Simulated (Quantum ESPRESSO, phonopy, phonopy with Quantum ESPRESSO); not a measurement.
# Grüneisen parameters and expansion of KF (Fm-3m), part 2 of 2

Aim: how the vibrations of KF shift with volume, and the expansion that follows.

Measurements to reproduce:
- volume expansion coefficient 104.4 1e-6/K and heat capacity C_P per formula unit 49 J/mol/K near room temperature (given in “High-Throughput Prediction of Finite-Temperature Properties using the Quasi-Harmonic Approximation”, 2016, arXiv:1603.06924)
- volume expansion coefficient 95.1 1e-6/K near room temperature (given in “Descriptors for thermal expansion in solids”, 2017, arXiv:1701.03966)

Quantum ESPRESSO 7.5; DFT PBE+D3(BJ), scalar-relativistic, plane waves, GBRV ultrasoft pseudopotentials.

So far. Step 19 (Phonons, V/V0 0.985): No mode is imaginary beyond numerical noise along the path. The highest zone-centre mode (no LO–TO term) moved by +3.7 % for a volume change of -1.5 %. Step 19 (Phonons, V/V0 0.985): The time given is that of the 2 pw.x runs on displaced cells behind this step.

**20. Ground state at this cell, V/V0 1.03**

This step: DFT PBE+D3(BJ), scalar-relativistic, plane waves, GBRV ultrasoft pseudopotentials (Quantum ESPRESSO 7.5).

System of this step: KF. The structure is cubic, space group Fm-3m (No. 225). Conventional cell: a = 5.385 Å, b = 5.385 Å, c = 5.385 Å, α = 90.00°, β = 90.00°, γ = 90.00°. K has 6 F at 2.69 Å nearest. F has 6 K at 2.69 Å nearest. Farther neighbours and most contacts between anions are not listed.

The input, scf.in:

```
 &control
    calculation='scf',
    prefix='x',
    outdir='./tmp',
    pseudo_dir='./pseudo',
    tprnfor=.true.,
    tstress=.true.,
 /
 &system
    ibrav=0,
    nat=2,
    ntyp=2,
    ecutwfc=45.0,
    ecutrho=270.0,
    occupations='fixed',
    nbnd=10,
    vdw_corr='grimme-d3',
    dftd3_version=4,
    dftd3_threebody=.false.,
 /
 &electrons
    conv_thr=1.0d-12,
    mixing_beta=0.7,
    electron_maxstep=100,
 /
ATOMIC_SPECIES
 K      39.0983  K.upf
 F      18.9984  F.upf
CELL_PARAMETERS angstrom
     0.000000000    2.692502632    2.692502632
     2.692502632    0.000000000    2.692502632
     2.692502632    2.692502632    0.000000000
ATOMIC_POSITIONS crystal
 K      0.000000000   0.000000000   0.000000000
 F      0.500000000   0.500000000   0.500000000
K_POINTS automatic
 8 8 8 0 0 0
```

On the command line:

```console
$ OMP_NUM_THREADS=1 mpirun -n 4 pw.x -nk 4 -in scf.in > scf.out
```

Wall time 3.9 s (4 MPI ranks of Intel Xeon Platinum 8375C at 2.90GHz (Ice Lake), shared host); 15 s of CPU time.

The run ends at a pressure of -0.94 GPa.

**21. Ph1.030 field d3hess**

The input, d3hess.in:

```
 &input
    prefix='x',
    outdir='./tmp',
    step=0.001,
 /
```

On the command line:

```console
$ d3hess.x -in d3hess.in > d3hess.out
```

Wall time 2 s (1 thread).

**22. Zone-centre response**

The input, ph.in:

```
phonons
 &inputph
    prefix='x',
    outdir='./tmp',
    fildyn='x.dyn',
    tr2_ph=1.0d-18,
    epsil=.true.,
 /
0.000000000 0.000000000 0.000000000
```

scf.in is that of step 20.

On the command line:

```console
$ OMP_NUM_THREADS=1 mpirun -n 4 ph.x -nk 4 -in ph.in > ph.out
```

Wall time 31 s (4 MPI ranks); 2.1 min of CPU time.

The Born charges sum to zero within 0.0052 e; the rest is removed before use. Acoustic frequencies in this log differ from zero by the error of the sum rule, which ph.x does not impose.

**23. A displaced supercell**

System of this step: KF. It takes space group Imm2 (No. 44, orthorhombic). Conventional cell: a = 7.616 Å, b = 10.770 Å, c = 7.616 Å, α = 90.00°, β = 90.00°, γ = 90.00°. Nearest to K lie 6 F at 2.68 to 2.71 Å. Nearest to K lie 6 F at 2.69 Å. K has 6 F at 2.69 Å nearest. F has 6 K at 2.69 Å nearest. Farther neighbours and most contacts between anions are not listed.

The input, disp-00001.in:

```
 &control
    calculation='scf',
    prefix='x',
    outdir='./tmp',
    pseudo_dir='./pseudo',
    tprnfor=.true.,
    disk_io='none',
 /
 &system
    ibrav=0,
    nat=16,
    ntyp=2,
    ecutwfc=45.0,
    ecutrho=270.0,
    occupations='fixed',
    nbnd=66,
    vdw_corr='grimme-d3',
    dftd3_version=4,
    dftd3_threebody=.false.,
 /
 &electrons
    conv_thr=1.0d-11,
    mixing_beta=0.7,
    electron_maxstep=100,
 /
ATOMIC_SPECIES
 K      39.0983  K.upf
 F      18.9984  F.upf
CELL_PARAMETERS angstrom
     0.000000000    5.385005263    5.385005263
     5.385005263    0.000000000    5.385005263
     5.385005263    5.385005263    0.000000000
ATOMIC_POSITIONS crystal
 K      0.002626206   0.000000000   0.000000000
 K      0.500000000   0.000000000   0.000000000
 K      0.000000000   0.500000000   0.000000000
 K      0.500000000   0.500000000   0.000000000
 K      0.000000000   0.000000000   0.500000000
 K      0.500000000   0.000000000   0.500000000
 K      0.000000000   0.500000000   0.500000000
 K      0.500000000   0.500000000   0.500000000
 F      0.250000000   0.250000000   0.250000000
 F      0.750000000   0.250000000   0.250000000
 F      0.250000000   0.750000000   0.250000000
 F      0.750000000   0.750000000   0.250000000
 F      0.250000000   0.250000000   0.750000000
 F      0.750000000   0.250000000   0.750000000
 F      0.250000000   0.750000000   0.750000000
 F      0.750000000   0.750000000   0.750000000
K_POINTS automatic
 3 3 3 0 0 0
```

On the command line:

```console
$ OMP_NUM_THREADS=1 mpirun -n 2 pw.x -nk 2 -in disp-00001.in > disp-00001.out
```

Elapsed: 2 min, on 2 MPI ranks; 4 min of CPU time.

**24. Lattice dynamics at this volume, V/V0 1.03**

This step: DFT PBE+D3(BJ), scalar-relativistic, plane waves, GBRV ultrasoft pseudopotentials (phonopy with Quantum ESPRESSO 4.10.0 / 7.5).

Elapsed: 2 min, on 4 threads.

No mode is imaginary beyond numerical noise along the path. The highest zone-centre mode (no LO–TO term) moved by -7.1 % for a volume change of +3.0 %.

The time given is that of the 2 pw.x runs on displaced cells behind this step.

**25. Ground state at this cell, V/V0 0.97**

This step: DFT PBE+D3(BJ), scalar-relativistic, plane waves, GBRV ultrasoft pseudopotentials (Quantum ESPRESSO 7.5).

System of this step: KF. Symmetry: Fm-3m, No. 225, cubic system. Conventional cell: a = 5.278 Å, b = 5.278 Å, c = 5.278 Å, α = 90.00°, β = 90.00°, γ = 90.00°. K has 6 F at 2.64 Å nearest. F has 6 K at 2.64 Å nearest. Farther neighbours and most contacts between anions are not listed.

scf.in, as its differences from that of step 22:

```diff
@@ -29,5 +29,5 @@
 CELL_PARAMETERS angstrom
-     0.000000000    2.692502632    2.692502632
-     2.692502632    0.000000000    2.692502632
-     2.692502632    2.692502632    0.000000000
+     0.000000000    2.639171664    2.639171664
+     2.639171664    0.000000000    2.639171664
+     2.639171664    2.639171664    0.000000000
 ATOMIC_POSITIONS crystal
```

On the command line:

```console
$ OMP_NUM_THREADS=1 mpirun -n 4 pw.x -nk 4 -in scf.in > scf.out
```

Elapsed: 3.7 s, on 4 MPI ranks; 14 s of CPU time.

The run ends at a pressure of 1.07 GPa.

**26. Ph0.970 field d3hess**

d3hess.in is that of step 21.

On the command line:

```console
$ d3hess.x -in d3hess.in > d3hess.out
```

Wall time 2 s (1 thread).

**27. Born charges and dielectric tensor**

ph.in is that of step 22.

scf.in is that of step 25.

On the command line:

```console
$ OMP_NUM_THREADS=1 mpirun -n 4 ph.x -nk 4 -in ph.in > ph.out
```

Run time: 31 s. Hardware: 4 MPI ranks; 2 min of CPU time.

ε∞:

```
2.01 0.00 0.00
0.00 2.01 0.00
0.00 0.00 2.01
```

The Born charges sum to zero within 0.0052 e; the rest is removed before use. Acoustic frequencies in this log differ from zero by the error of the sum rule, which ph.x does not impose.

**28. Forces on a displaced cell**

System of this step: KF. The structure is orthorhombic, space group Imm2 (No. 44). Conventional cell: a = 7.465 Å, b = 10.557 Å, c = 7.465 Å, α = 90.00°, β = 90.00°, γ = 90.00°. Nearest to K lie 6 F at 2.63 to 2.65 Å. Nearest to K lie 6 F at 2.64 Å. Nearest to F lie 6 K at 2.64 Å. Farther neighbours and most contacts between anions are not listed.

disp-00001.in, as its differences from that of step 23:

```diff
@@ -29,7 +29,7 @@
 CELL_PARAMETERS angstrom
-     0.000000000    5.385005263    5.385005263
-     5.385005263    0.000000000    5.385005263
-     5.385005263    5.385005263    0.000000000
+     0.000000000    5.278343328    5.278343328
+     5.278343328    0.000000000    5.278343328
+     5.278343328    5.278343328    0.000000000
 ATOMIC_POSITIONS crystal
- K      0.002626206   0.000000000   0.000000000
+ K      0.002679275   0.000000000   0.000000000
  K      0.500000000   0.000000000   0.000000000
```

On the command line:

```console
$ OMP_NUM_THREADS=1 mpirun -n 2 pw.x -nk 2 -in disp-00001.in > disp-00001.out
```

The job ended after 2.1 min (2 MPI ranks).

**29. Lattice dynamics at this volume, V/V0 0.97**

This step: DFT PBE+D3(BJ), scalar-relativistic, plane waves, GBRV ultrasoft pseudopotentials (phonopy with Quantum ESPRESSO 4.10.0 / 7.5).

Run time: 2.1 min. Hardware: 4 threads.

No mode is imaginary beyond numerical noise along the path. The highest zone-centre mode (no LO–TO term) moved by +7.4 % for a volume change of -3.0 %.

The time given is that of the 2 pw.x runs on displaced cells behind this step.

**30. Ground state at this cell, V/V0 1.05**

This step: DFT PBE+D3(BJ), scalar-relativistic, plane waves, GBRV ultrasoft pseudopotentials (Quantum ESPRESSO 7.5).

System of this step: KF. The structure is cubic, space group Fm-3m (No. 225). Conventional cell: a = 5.420 Å, b = 5.420 Å, c = 5.420 Å, α = 90.00°, β = 90.00°, γ = 90.00°. K has 6 F at 2.71 Å nearest. Nearest to F lie 6 K at 2.71 Å. Farther neighbours and most contacts between anions are not listed.

scf.in, as its differences from that of step 27:

```diff
@@ -29,5 +29,5 @@
 CELL_PARAMETERS angstrom
-     0.000000000    2.639171664    2.639171664
-     2.639171664    0.000000000    2.639171664
-     2.639171664    2.639171664    0.000000000
+     0.000000000    2.709818237    2.709818237
+     2.709818237    0.000000000    2.709818237
+     2.709818237    2.709818237    0.000000000
 ATOMIC_POSITIONS crystal
```

On the command line:

```console
$ OMP_NUM_THREADS=1 mpirun -n 4 pw.x -nk 4 -in scf.in > scf.out
```

The job ended after 4.1 s (4 MPI ranks; 16 s of CPU time).

The run ends at a pressure of -1.46 GPa.

**31. Ph1.050 field d3hess**

d3hess.in is that of step 26.

On the command line:

```console
$ d3hess.x -in d3hess.in > d3hess.out
```

It took 2 s on 1 thread.

**32. Born charges and dielectric tensor**

ph.in is that of step 27.

scf.in is that of step 30.

On the command line:

```console
$ OMP_NUM_THREADS=1 mpirun -n 4 ph.x -nk 4 -in ph.in > ph.out
```

Elapsed: 31 s, on 4 MPI ranks.

ε∞:

```
1.95 0.00 0.00
0.00 1.95 0.00
0.00 0.00 1.95
```

The Born charges sum to zero within 0.0052 e; the rest is removed before use. Acoustic frequencies in this log differ from zero by the error of the sum rule, which ph.x does not impose.

**33. Forces on a displaced cell**

System of this step: KF. Symmetry: Imm2, No. 44, orthorhombic system. Conventional cell: a = 7.665 Å, b = 10.839 Å, c = 7.665 Å, α = 90.00°, β = 90.00°, γ = 90.00°. K has 6 F at 2.70 to 2.72 Å nearest. Nearest to K lie 6 F at 2.71 Å. K has 6 F at 2.71 Å nearest. Nearest to F lie 6 K at 2.71 Å. Farther neighbours and most contacts between anions are not listed.

disp-00001.in, as its differences from that of step 28:

```diff
@@ -29,7 +29,7 @@
 CELL_PARAMETERS angstrom
-     0.000000000    5.278343328    5.278343328
-     5.278343328    0.000000000    5.278343328
-     5.278343328    5.278343328    0.000000000
+     0.000000000    5.419636474    5.419636474
+     5.419636474    0.000000000    5.419636474
+     5.419636474    5.419636474    0.000000000
 ATOMIC_POSITIONS crystal
- K      0.002679275   0.000000000   0.000000000
+ K      0.002609425   0.000000000   0.000000000
  K      0.500000000   0.000000000   0.000000000
```

On the command line:

```console
$ OMP_NUM_THREADS=1 mpirun -n 2 pw.x -nk 2 -in disp-00001.in > disp-00001.out
```

Wall time 1.9 min (2 MPI ranks); 3.8 min of CPU time.

**34. Phonons, V/V0 1.05**

This step: DFT PBE+D3(BJ), scalar-relativistic, plane waves, GBRV ultrasoft pseudopotentials (phonopy with Quantum ESPRESSO 4.10.0 / 7.5).

Run time: 1.9 min. Hardware: 4 threads; 7.7 min of CPU time.

No mode is imaginary beyond numerical noise along the path. The highest zone-centre mode (no LO–TO term) moved by -11.7 % for a volume change of +5.0 %.

The time given is that of the 2 pw.x runs on displaced cells behind this step.

**35. Mode Grüneisen parameters**

This step: DFT PBE+D3(BJ), scalar-relativistic, plane waves, GBRV ultrasoft pseudopotentials (phonopy 4.10.0).

Numbers from this step:

- share of modes with a negative Grüneisen parameter: 0.058

Mean Grüneisen, by row:

```csv
T (K),heat-capacity-weighted mean,root mean square
50,1.163,1.46
100,1.394,1.627
200,1.459,1.669
300,1.47,1.675
500,1.476,1.679
800,1.478,1.68
```

Mean mode Grueneisen parameter against wavenumber:

```csv
wavenumber (cm⁻¹),mean mode Grueneisen parameter
5,-
16,-
26,0.569
37,0.834
47,0.634
58,0.953
68,0.5
79,0.652
90,0.466
100,0.8
111,1.34
121,1.18
132,0.869
142,1.02
153,1.01
163,1.25
174,1.94
184,2.21
195,2.3
206,2.27
216,1.76
227,1.33
237,1.22
248,1.14
258,1.1
269,1.08
279,1.09
290,1.09
300,1.11
311,1.12
```

Volume series, by row:

```csv
V/V0,V (Å³/atom),pressure (GPa),E - E0 (meV/atom),gap (eV),zero-point energy (meV/atom),lowest on the path (cm⁻¹),highest at Gamma without the LO-TO term (cm⁻¹)
0.97,18.38,1.075,2.815,6.374,32.02,0,200.7
0.985,18.67,0.506,0.896,6.29,31.27,0,193.7
1,18.95,-0.019,0,6.21,30.53,0,186.8
1.015,19.24,-0.495,-0.054,6.132,29.82,0,180
1.03,19.52,-0.936,0.758,6.056,29.11,0,173.7
1.05,19.9,-1.464,2.965,5.959,28.2,0,165.1
```

Table of optical frequency at Gamma without the LO-TO term, mode 4 by V/V0:

```csv
V/V0,"optical frequency at Gamma without the LO-TO term, mode 4 (cm⁻¹)"
0.9700,201
0.9850,194
1.0000,187
1.0150,180
1.0300,174
1.0500,165
```

Grüneisen at points, by row:

```csv
point,branch,frequency (cm⁻¹),mode Grüneisen parameter
Γ,4,186.9,2.44
Γ,6,317.4,1.13
X,1,87.2,-0.79
X,3,167.9,0.14
X,4,196,2.48
X,6,210.7,2.11
U,1,99,0.65
U,2,143.3,0.75
U,3,149.6,-0.03
U,4,185.6,2.42
U,5,205.4,1.96
U,6,210.6,2.22
K,1,99,0.65
K,2,143.3,0.75
K,3,149.6,-0.03
K,4,185.6,2.42
K,5,205.4,1.96
K,6,210.6,2.22
L,1,115.6,2.16
L,3,172.5,2.15
L,5,198.2,1.12
L,6,259.8,1.14
W,1,133.2,-0.19
W,3,136.4,1.78
W,4,183,1.8
W,5,207.4,2.31
```

The printed pressures lie 0.27 GPa below −dE/dV of the same runs on average, in a series that spans 2.5 GPa: energy and stress disagree, as they do when the basis is incomplete, so the pressures are not converged.

**36. Free-energy fit**

The energy (each curve on its own zero) by volume; values in meV/atom:

```csv
volume (Å³/atom),static,F at 0 K,F at 300 K,F at 900 K
18.382,2.87,4.73,7.56,16.2
18.667,0.95,2.06,3.82,9.13
18.951,0.05,0.42,1.09,3.02
19.235,0,-0.34,-0.78,-2.21
19.520,0.81,-0.23,-1.84,-6.74
19.898,3.02,1.06,-2.14,-11.7
```

**37. All levels side by side**

**38. Outcome**

```yaml
mean_mode_grueneisen_parameter_at_300_k: 1.47
```

The q-mesh is coarse, and the expansion can converge slowly with it. The table stops at 250 K because beyond it the fitted volume comes within 1 % of the largest computed cell, where the fit loses its support. The heat-capacity-weighted Grüneisen parameter goes from 1.16 at 50 K to 1.48 at 800 K; 6 % of the modes stiffen on expansion. Weighting γ by the density of states and each mode's heat capacity at 300 K, modes below 110 cm⁻¹ give about 11 % of the sum of γC that drives the expansion, those up to 210 cm⁻¹ 75 % and the rest 13 %. Among the labelled points γ is largest for branch 4 at X (196 cm⁻¹, 2.5) and most negative for branch 1 at X (87.2 cm⁻¹, -0.79). The supercell is small: only its own wavevectors are exact, and branches between them are interpolated and can be misplaced. The printed pressures lie 0.27 GPa below −dE/dV of the same runs on average, in a series that spans 2.5 GPa: energy and stress disagree, as they do when the basis is incomplete, so the pressures are not converged.

[Logs are printed without paths, hosts, clocks, repeated set-up lines and the standing remarks that a program may print on its own settings, such as how far it seeks lower states.]

[Hosts, paths, dates, database ids (printed as entryN), source tags and the programs' standing remarks are cut or masked in the printed files.]

[A step with changed settings may run another functional than the one named; its input shows which.]

[Of the runs on displaced cells, only some may be shown.]
